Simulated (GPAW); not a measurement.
Computed results, one entry a study.

**A GW chain in GPAW: PbO (honeycomb monolayer)**

The cell holds 2 atoms: 1 Pb and 1 O. Cell: a = 3.440 Å, b = 3.440 Å, c = 11.400 Å, α = 90.0°, β = 90.0°, γ = 120.0°. Vacuum lies along c.

```
Pb O
1.0
     3.44046    0.00000    0.00000
    -1.72023    2.97952    0.00000
     0.00000    0.00000   11.40000
Pb O
1 1
Cartesian
  0.0000 1.9863 5.2048
  1.7202 0.9932 6.1955
```

```yaml
method: DFT, LDA, plane waves, PAW (and 1 further level or step)
program: GPAW 26.7.0
settings: cutoff 600 eV, GPAW PAW setups 1.2.1 data release, 9×9×1 k-mesh, nbands 199
cost: 3 runs, 2.7 min in all on 4 MPI ranks of Arm Neoverse V2, shared host
notes: The structure was relaxed with LDA. Limits: no spin-orbit coupling.
lda_gap: 2.03 eV, indirect
g0w0_gap_on_the_mesh: 3.49 eV
gw_settings: 9×9×1 mesh, 88 bands, screening to 48 eV, full frequency, Hilbert transform
known_limits: short of the basis limit; no spin-orbit coupling
```

G0W0 moves the gap on the mesh from 2.03 eV to 3.49 eV (+1.46 eV), with Z of 0.75 and 0.81 at the edges. Bands and cutoff are finite, so the gap stands short of the basis limit, usually by up to a few tenths of an eV; the mesh is an error of its own.

[Long decimals in the printed logs are rounded to 6 places.]

[Logs are printed without paths, hosts, clocks, repeated set-up lines and the standing remarks that a program may print on its own settings, such as how far it seeks lower states.]

[Paths, hosts, dates, memory and timing lines, banners, echoed tables and standing remarks are left out of the program output; an Ansatz launch command may be rebuilt from the run's recorded settings. Measured values are a selection of at most five: reports struck by readers or far from the other reports are left out. None is set beside runs whose start may be inverted or whose files or cutoffs have a known fault.]

[Runs of the session that timed out or met a known fault of the program may be left out.]

[Hosts, paths, dates, database ids (printed as entryN), source tags and the programs' standing remarks are cut or masked in the printed files.]

[Where the starting crystal was built by hand or by swapping elements, it need not be the compound's stable phase.]
